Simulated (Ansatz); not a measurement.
## AlN (F-43m):B_i (void), thermodynamic levels from a 54-atom cell

Wanted: the transition levels of a interstitial in AlN (F-43m), from a cell of 54 host atoms with 1 B put in.

Main program and level: Ansatz 0.2.0; place-levels on r2SCAN runs: charge-transition levels and formation energies with image-charge correction and potential alignment at the atomic sites; PAW set soft_1.

## (1) The structure

The cell holds 55 atoms: 27 Al, 27 N and 1 B. Cell: a = 9.269 Å, b = 9.269 Å, c = 9.269 Å, α = 60.0°, β = 60.0°, γ = 60.0°. It derives from AlN (space group F-43m). Nearest the centre at fractional (0.167, 0.833, 0.833): B55 at 0.00 Å, N18 at 1.89 Å, N36 at 1.89 Å, N14 at 1.89 Å, N6 at 1.89 Å, Al35 at 2.18 Å, Al31 at 2.18 Å, Al23 at 2.18 Å.

Coordinates:

```xyz
55
Lattice="0.0000 6.5542 6.5542 6.5542 0.0000 6.5542 6.5542 6.5542 0.0000" Properties=species:S:1:pos:R:3 pbc="T T T"
Al    0.0000    0.0000    0.0000
N     1.0924    1.0924    1.0924
Al    2.1847    2.1847    0.0000
N     3.2771    3.2771    1.0924
Al    4.3695    4.3695    0.0000
N     5.4618    5.4618    1.0924
Al    2.1847    0.0000    2.1847
N     3.2771    1.0924    3.2771
Al    4.3695    2.1847    2.1847
N     5.4618    3.2771    3.2771
Al    6.5542    4.3695    2.1847
N     7.6466    5.4618    3.2771
Al    4.3695    0.0000    4.3695
N     5.4618    1.0924    5.4618
Al    6.5542    2.1847    4.3695
N     7.6466    3.2771    5.4618
Al    8.7389    4.3695    4.3695
N     9.8313    5.4618    5.4618
Al    0.0000    2.1847    2.1847
N     1.0924    3.2771    3.2771
Al    2.1847    4.3695    2.1847
N     3.2771    5.4618    3.2771
Al    4.3695    6.5542    2.1847
N     5.4618    7.6466    3.2771
Al    2.1847    2.1847    4.3695
N     3.2771    3.2771    5.4618
Al    4.3695    4.3695    4.3695
N     5.4618    5.4618    5.4618
Al    6.5542    6.5542    4.3695
N     7.6466    7.6466    5.4618
Al    4.3695    2.1847    6.5542
N     5.4618    3.2771    7.6466
Al    6.5542    4.3695    6.5542
N     7.6466    5.4618    7.6466
Al    8.7389    6.5542    6.5542
N     9.8313    7.6466    7.6466
Al    0.0000    4.3695    4.3695
N     1.0924    5.4618    5.4618
Al    2.1847    6.5542    4.3695
N     3.2771    7.6466    5.4618
Al    4.3695    8.7389    4.3695
N     5.4618    9.8313    5.4618
Al    2.1847    4.3695    6.5542
N     3.2771    5.4618    7.6466
Al    4.3695    6.5542    6.5542
N     5.4618    7.6466    7.6466
Al    6.5542    8.7389    6.5542
N     7.6466    9.8313    7.6466
Al    4.3695    4.3695    8.7389
N     5.4618    5.4618    9.8313
Al    6.5542    6.5542    8.7389
N     7.6466    7.6466    9.8313
Al    8.7389    8.7389    8.7389
N     9.8313    9.8313    9.8313
B    10.9236    6.5542    6.5542
```

The host's dielectric constants go in as inputs: 4.64 for the electrons alone, 8.51 with the ions, computed on the host (DFPT, PBEsol, on the r2SCAN cell), and a cell off the functional's own equilibrium shifts the ionic part.

The cell's shortest repeat is 9.3 Å.

## (2) What was run first

A transition level is the Fermi level at which two charge states cost the same, so each charge needs its own total energy, at its own relaxed structure.

Each atom starts 0.05 Å or so off its site in a random direction: a symmetric start keeps its symmetry, and would miss off-centre moves and Jahn–Teller distortions. Forces are taken at one point at (¼, ¼, ¼). The cell holds 1 electron more than the neutral one, with a uniform background that keeps it neutral on the whole.

The sampling was tested on the host first: at the k-points planned (1x1x1 shifted 0.25 0.25 0.25) its energy lies 0.045 eV an atom from the dense-mesh value, so the final energies take a denser sampling.

One of the inputs; charge, spin and start change from state to state.

qm1.relax/input.yaml

```yaml
crystal:
  lattice:
    - [0.0, 2.18472995, 2.18472995]
    - [2.18472995, 0.0, 2.18472995]
    - [2.18472995, 2.18472995, 0.0]
  atoms:
    - { symbol: Al, position: [0.0, 0.0, 0.0] }
    - { symbol: "N", position: [0.25, 0.25, 0.25] }
  supercell: [3, 3, 3]
  defects:
    - { interstitial: { symbol: B, position: [0.166667, 0.833333, 0.833333] } }
total_charge: -1
basis:
  ecutwfc: 500
  xc_grid: 2
hamiltonian:
  xc: r2scan
  pseudopotentials: { kind: paw, azcp: { folder: soft_1 } }
kpoints:
  mp_grid: { grid: [1, 1, 1], shift: [0.25, 0.25, 0.25] }
scf:
  occupations: { method: fixed }
  max_iter: 60
output:
  forces: true
  charged_corrections: { epsilon: 4.64, static_epsilon: 8.51 }
relax:
  f_tol: 0.02
  max_steps: 80
  random_displacement: { amplitude: 0.05, seed: 1114 }
checkpoint:
  write: "../qm1.relax.run"
  compress: false
  write_wavefunctions: true
  write_every: 100000
```

The run is started by

```console
$ ansatz run input.yaml --threads 4 --pin off --max-ram 7536MiB --backend cpu --events-out ev --progress --plain --runs-dir out
```

The relaxed structure is kept and the sampling changed to a 2×2×2 shifted mesh.

The run of this state that the levels use, under r2SCAN:

qm1.point/input.yaml

```yaml
crystal:
  checkpoint: "../qm1.relax.run"
  host: checkpoint
total_charge: -1
basis:
  ecutwfc: 500
  xc_grid: 2
hamiltonian:
  xc: r2scan
  pseudopotentials: { kind: paw, azcp: { folder: soft_1 } }
kpoints:
  mp_grid: { grid: [2, 2, 2], shift: [0.5, 0.5, 0.5] }
scf:
  occupations: { method: fermi_dirac, width: 0.01 }
  max_iter: 60
output:
  forces: true
  eigenvalues: true
  charged_corrections:
    epsilon: 4.64
    static_epsilon: 8.51
    defect_position: [0.166667, 0.833333, 0.833333]
  eigenstates: { localisation: true }
  populations: true
  band_densities: [{ bands: [v1, v1] }, { bands: [c1, c1] }]
  write_density: true
  write_potential: true
  volumetric_format: npy
checkpoint:
  read: "../qm1.relax.run"
  write: "../qm1.point.run"
  compress: false
  write_wavefunctions: false
  write_every: 100000
```

Relaxations under r2SCAN at one point at (¼, ¼, ¼); times on 4 threads of Arm Neoverse V1, shared host:

| charge | moment (μB) | occupations | outcome | steps | largest displacement against the far atoms (Å) | time |
| --- | --- | --- | --- | --- | --- | --- |
| −1 | 0 | fixed | converged | 27 | 1.50 | 3.2 min |
| 0 | 1 | fixed | converged | 15 | 0.98 | 5.2 min |
| +1 | 0 | fixed | converged | 23 | 1.08 | 2.7 min |
| +2 | 1 | fixed | converged | 11 | 0.66 | 3.6 min |

Single points under r2SCAN at a 2×2×2 shifted mesh; times on 4 threads of Arm Neoverse V1, shared host:

| charge | moment (μB) | occupations | outcome | time |
| --- | --- | --- | --- | --- |
| −1 | 0 | fermi-dirac | converged | 48 s |
| 0 | 1 | fermi-dirac | converged | 1.9 min |
| +1 | 0 | fermi-dirac | converged | 47 s |
| +2 | 1 | fermi-dirac | converged | 2 min |

Distances (Å) from B55 to the nearest atoms after relaxation with r2SCAN:

| charge | moment (μB) | 1. | 2. | 3. | 4. | 5. | 6. |
| --- | --- | --- | --- | --- | --- | --- | --- |
| −1 | 0 | N 1.37 | Al 1.84 | Al 2.00 | Al 2.38 | Al 2.56 | N 2.62 |
| 0 | 1 | N 1.52 | N 1.60 | Al 1.96 | Al 1.97 | Al 2.07 | N 2.55 |
| +1 | 0 | N 1.50 | N 1.50 | Al 1.98 | Al 2.03 | Al 2.03 | N 2.40 |
| +2 | 1 | N 1.57 | N 1.57 | N 1.57 | Al 2.08 | Al 2.09 | Al 2.09 |

## (3) Levels against the band edges, r2SCAN

A charged cell interacts with its images and the background, and its potential has another zero than the host's. place-levels removes the first by a point-charge model, screened by the static dielectric constant since the ions have relaxed around the charge, and the second by comparing potentials at atoms far from the defect.

The host is a run of the defect-free crystal in the same cutoffs, grids and k-points, so that basis and sampling errors cancel in part in the differences. The host is run in a cell of 2 atoms on a matching mesh. Its band edges are searched through the zone by a band path, so the gap is smaller than, or equal to, that on the mesh. Chemical potentials are energies per atom of B (alpha-rhombohedral (B12)), run with the same functional and cutoff.

levels.point.yaml

```yaml
host:
  run: host.point.run
states: [qm1.point.run, q0_M1.point.run, qp1.point.run, qp2_M1.point.run]
geometry_from:
  qm1.point.run: qm1.relax.run
  q0_M1.point.run: q0_M1.relax.run
  qp1.point.run: qp1.relax.run
  qp2_M1.point.run: qp2_M1.relax.run
  host.point.run: host.relax.run
chemical_potentials:
  B:
    energy: -156.554104
    dataset: <sha256 of the dataset>
epsilon: 4.64
static_epsilon: 8.51
vertical:
  - { from: qm1.point.run, to: qm1.point_neutral.run }
  - { from: qp1.point.run, to: qp1.point_neutral.run }
  - { from: qp2_M1.point.run, to: qp2_M1.point_neutral.run }
```

The run is started by

```console
$ ansatz place-levels levels.point.yaml -- --threads 4 --pin off --max-ram 7536MiB
```

Numbers of over 12 decimals in the logs are rounded to 6 here.

The log of the run:

```text
[... repeated set-up lines and file paths are left out, and long positions are rounded to six places ...]
(+2/+1) 2.776 eV above the valence edge, 1.142 eV under the conduction edge
(+1/0) 3.482 eV above the valence edge, 0.436 eV under the conduction edge; not on the lower envelope
(0/-1) 3.432 eV above the valence edge, 0.486 eV under the conduction edge; not on the lower envelope
(+1/-1) 3.457 eV above the valence edge, 0.461 eV under the conduction edge: charges between them are lowest nowhere
formation energy of charge +2: +1.452 eV with the Fermi level at the valence edge
formation energy of charge +1: +4.228 eV with the Fermi level at the valence edge
formation energy of charge 0: +7.710 eV with the Fermi level at the valence edge
formation energy of charge -1: +11.142 eV with the Fermi level at the valence edge
vertical -1 to 0: no energy, since no alignment is typed
  the change from vertical[0].from (qm1.point.run) to vertical[0].to (qm1.point_neutral.run): by its potential at epsilon 4.64 it stands at 0.142 0.009 0.829, with an rms radius of about 2.2 Å (1.5 1.0 1.3 Å across the planes of the cell's vectors); [...]
vertical +1 to 0: no energy, since no alignment is typed
  the change from vertical[1].from (qp1.point.run) to vertical[1].to (qp1.point_neutral.run): by its spins about the atoms it stands at 0.039 0.899 0.899, with an rms radius of about 2.7 Å (1.4 1.7 1.7 Å across the planes of the cell's vectors); [...]
vertical +2 to 0: no energy, since no alignment is typed
  the change from vertical[2].from (qp2_M1.point.run) to vertical[2].to (qp2_M1.point_neutral.run): by its potential at epsilon 4.64 it stands at 0.176 0.665 0.838, with an rms radius of about 3.7 Å (2.2 1.9 2.2 Å across the planes of the cell's vectors); [...]
  edges by r2scan, gap 3.918 eV; the host is sampled to repeats of 18.54 Å
  the defect's cells are sampled to repeats of 18.54 Å, like sampling
  charge +2: -25236.3380 eV with its correction of +1.441 eV, at epsilon 8.51, aligned at sites: +0.1285 eV, mean over 24 atomic sites at or beyond 4.63 Å from the defect at [0.1667, 0.8333, 0.8333], with +0.000000 for the charge's moments and without [...]
  charge +1: -25226.8608 eV with its correction of +0.445 eV, at epsilon 8.51, aligned at sites: +0.1493 eV, mean over 24 atomic sites at or beyond 4.63 Å from the defect at [0.1667, 0.8333, 0.8333], with +0.000012 for the charge's moments and without [...]
  charge 0: +0.000 eV for its dipole among its images, +0.000 omitted
  charge -1: -25206.5455 eV with its correction of +0.127 eV, at epsilon 8.51, aligned at sites: +0.1687 eV, mean over 24 atomic sites at or beyond 4.63 Å from the defect at [0.1667, 0.8333, 0.8333], with +0.000000 for the charge's moments and without [...]
  of states[3] (qp2_M1.point.run): it parts from the run at its places by a charge that spreads by about 2.2 Å along one vector (1.3 Å or more is wide), by its potential at epsilon 4.64, taken for that of held ions (one typed too small widens it), where the [...]
  of states[2] (qp1.point.run): it parts from the run at its places by a charge that spreads by about 1.7 Å along one vector (1.3 Å or more is wide), by the spins about the atoms, where the cell does not tell a trapped carrier from a band state. [...]
  of states[1] (q0_M1.point.run): its alignment with the host at atomic sites is doubtful: the mean over the far sites moves by -0.0802 eV from their farther parts to their nearer, more than 0.05 eV. [...]
  of states[0] (qm1.point.run): how wide its charge is, is not read beside other atoms or cores, and a band state would take no correction. [...]
  of vertical[0].from (qm1.point.run): its displacements don't fall off away from the defect: farther atoms stand 0.04 Å off the host's places. [...]
  of vertical[0].to (qm1.point_neutral.run): its displacements don't fall off away from the defect: farther atoms stand 0.04 Å off the host's places. [...]
  of vertical[1].from (qp1.point.run): it parts from the run at its places by a charge that spreads by about 1.7 Å along one vector (1.3 Å or more is wide), by the spins about the atoms, where the cell does not tell a trapped carrier from a band state. [...]
  of vertical[1].to (qp1.point_neutral.run): stability_check_not_made
  of vertical[2].from (qp2_M1.point.run): stability_check_not_made; [...]
  vertical[2].to (qp2_M1.point_neutral.run): levels filled in part (TS 0.002 eV): its energy is of no whole electron's
  of vertical[2].to (qp2_M1.point_neutral.run): it set out from the moments of a save, which an earlier run chose (saved_moments_taken); [...]
```

Run time: 0.49 s. Hardware: 4 threads of Arm Neoverse V1, shared host.

Levels between the charges placed, in eV above the valence top:

|  | gap (eV) | (+2/+1) | (+1/0) | (0/−1) |
| --- | --- | --- | --- | --- |
| r2SCAN | 3.92 | 2.78 | 3.48 | 3.43 |

Corrections by state:

| charge | moment (μB) | image terms and alignment (eV) | band filling (eV) | ε used | over the lowest of its charge, as the program ranks them, band filling apart (eV) |
| --- | --- | --- | --- | --- | --- |
| +2 | 1.0 | 1.441 | - | 8.51 | 0.000 |
| +1 | 0.0 | 0.445 | - | 8.51 | 0.000 |
| 0 | 1.0 | 0.000 | - | - | 0.000 |
| −1 | 0.0 | 0.127 | - | 8.51 | 0.000 |

The charged structures listed were also run neutral, and place-levels reads from each pair, by the potential or the spins, how wide the charge is by which they differ; that can be the carrier of either run.

| charge | rms radius (Å) | spread where it is widest against the cell (Å) | wide from (Å) | reading |
| --- | --- | --- | --- | --- |
| +2 | 3.7 | 2.24 | 1.31 | wide |
| +1 | 2.7 | 1.67 | 1.31 | wide |
| −1 | 2.2 | 1.52 | 1.31 | wide |

The neutral runs of these pairs need not share the spin of the lowest neutral state, and very wide values only mean spread over the cell.

From the program's caveats on the states, each cut to its opening words:

- charge +2 (1 μB): it parts from the run at its places by a charge that spreads by about 2.2 Å along one vector (1.3 Å or more is wide), by its potential at epsilon 4.64, taken [...]
- charge +2 (1 μB): its alignment with the host at atomic sites is doubtful: the mean over the far sites moves by -0.2716 eV from their farther parts to their nearer, more than [...]
- charge +2 (1 μB), 0 (1 μB): flagged: stability check not made
- charge +1: it parts from the run at its places by a charge that spreads by about 1.7 Å along one vector (1.3 Å or more is wide), by the spins about the atoms, where the [...]
- charge +1: its alignment with the host at atomic sites is doubtful: the mean over the far sites moves by -0.1728 eV from their farther parts to their nearer, more than [...]
- charge +1: the far atoms show a dipole or second moment of the defect's charge, for which the correction takes or leaves out 0.274 eV: further moments aren't read, and [...]
- charge 0 (1 μB): its alignment with the host at atomic sites is doubtful: the mean over the far sites moves by -0.0802 eV from their farther parts to their nearer, more than [...]
- charge −1: how wide its charge is, is not read beside other atoms or cores, and a band state would take no correction
- charge −1: its alignment with the host at atomic sites is doubtful: the mean over the far sites moves by -0.0963 eV from their farther parts to their nearer, more than [...]
- charge −1: its sublattices stand up to 0.0058 Å off the host's, which by the two runs' forces adds about -0.01 eV to its energy against the host's, and moves the band [...]
- charge −1: its displacements don't fall off away from the defect: farther atoms stand 0.04 Å off the host's places

Chemical potentials of the elements' reference phases, run alike. Formation energy by charge state (elemental references; gap 3.92 eV):

| charge | at valence top (eV) | at conduction bottom (eV) | correction included (eV) |
| --- | --- | --- | --- |
| +2 | 1.45 | 9.29 | 1.44 |
| +1 | 4.23 | 8.15 | 0.45 |
| 0 | 7.71 | 7.71 | 0.00 |
| −1 | 11.14 | 7.22 | 0.13 |

| Fermi level (eV) | lowest formation energy (eV) |
| --- | --- |
| 0.00 | 1.45 |
| 0.36 | 2.16 |
| 0.71 | 2.88 |
| 1.07 | 3.59 |
| 1.42 | 4.30 |
| 1.78 | 5.01 |
| 2.14 | 5.73 |
| 2.49 | 6.44 |
| 2.85 | 7.08 |
| 3.21 | 7.43 |
| 3.56 | 7.58 |
| 3.92 | 7.22 |

## (4) The same at the relaxations' own k-points

The relaxations' own energies give the levels at their sampling, for comparison.

levels.relax_mesh.yaml

```yaml
host:
  run: host.relax.run
states: [qm1.relax.run, q0_M1.relax.run, qp1.relax.run, qp2_M1.relax.run]
chemical_potentials:
  B:
    energy: -156.554104
    dataset: <sha256 of the dataset>
```

The run is started by

```console
$ ansatz place-levels levels.relax_mesh.yaml -- --threads 4 --pin off --max-ram 7536MiB
```

The log of the run:

```text
(+2/+1) 2.798 eV above the valence edge, 1.072 eV under the conduction edge
(+1/0) 3.224 eV above the valence edge, 0.646 eV under the conduction edge
(0/-1) 3.486 eV above the valence edge, 0.384 eV under the conduction edge
formation energy of charge +2: +1.426 eV with the Fermi level at the valence edge
formation energy of charge +1: +4.224 eV with the Fermi level at the valence edge
formation energy of charge 0: +7.448 eV with the Fermi level at the valence edge
formation energy of charge -1: +10.934 eV with the Fermi level at the valence edge
  edges by r2scan, gap 3.870 eV; the host is sampled to repeats of 9.27 Å
[... the lines on each state left out ...]
```

Run time: 0.14 s. Hardware: 4 threads.

Levels between neighbouring charges, in eV above the valence top:

|  | gap (eV) | (+2/+1) | (+1/0) | (0/−1) |
| --- | --- | --- | --- | --- |
| one point at (¼, ¼, ¼) | 3.87 | 2.80 | 3.22 | 3.49 |
| a 2×2×2 shifted mesh | 3.92 | 2.78 | 3.48 | 3.43 |

Going from one point at (¼, ¼, ¼) to a 2×2×2 shifted mesh moves the levels that carry no band-filling term by up to 0.26 eV and formation energies against the elements by up to 0.26 eV.

## (5) What came out

- gap of the host: 3.92 eV (r2SCAN)
- level (plus 2/plus 1): 2.78 eV above the valence top
- level (plus 1/0): 3.48 eV above the valence top, not a change between lowest states
- level (0/minus 1): 3.43 eV above the valence top, not a change between lowest states
- level (plus 1/minus 1): 3.46 eV above the valence top
- lowest of the charges placed, just above the valence top (0.02 eV): +2
- lowest of the charges placed, just below the conduction bottom (0.02 eV): −1
- lowest formation energy at mid-gap of the charges run, elemental references: 5.37 eV
- standing of these levels: doubtful, see below

**Reading.** Of the charges placed (−1, 0, +1 and +2), the lowest changes at 2.78 eV (+2/+1) and 3.46 eV (+1/−1) above the valence top, in a gap of 3.92 eV. A neutral run at a charged structure lies 0.14 eV below the neutral state placed. Unless it holds a band carrier, charge 0 isn't at its lowest here, and with that energy the steps would read (+1/0) 3.34 eV and (0/−1) 3.58 eV, which can change which charges are lowest. (+1/−1) passes over charge 0, which lies 0.02 eV above the two there; a lower structure or spin state of it, if missed, would change that. Charges above +2 and below −1 were not placed, so these runs say nothing of levels that involve them. States placed: +2 at 1 μB; +1 at 0 μB; 0 at 1 μB; −1 at 0 μB. Other spin states or structures, where not listed, weren't placed. At charge −1, 0 and +1 the atom put in ends up to 1.5 Å from its starting place, so the name tells the start alone and the levels can join different sites. B is taken at its element; compounds, which aren't counted here, bound the chemical potentials and would shift these formation energies. Going from one point at (¼, ¼, ¼) to a 2×2×2 shifted mesh moves the levels that carry no band-filling term by up to 0.26 eV and formation energies against the elements by up to 0.26 eV. The program doubts the alignment of potentials for at least one state, a sign that the cell is small. What this leaves open: r2SCAN makes the gap too small and tends to spread out bound carriers; where a gas molecule sets a chemical potential or the host's formation energy, its binding is uncorrected; force components of up to 0.27 eV/Å remain in a run at the final settings.

[Logs are printed without paths, hosts, clocks, repeated set-up lines and the standing remarks that a program may print on its own settings, such as how far it seeks lower states.]

[Hosts, paths, dates, database ids (printed as entryN), source tags and the programs' standing remarks are cut or masked in the printed files.]

[Where a table of states has a column of steps, it counts the stored structures, which are thinned; the runs took as many ionic steps or more.]

[A defect's name tells the site on which it was built; relaxed atoms can leave that site.]

[For some hosts the program warned that the k-mesh of the response run may be too coarse for force constants and the static dielectric constant; such warnings are not shown here.]
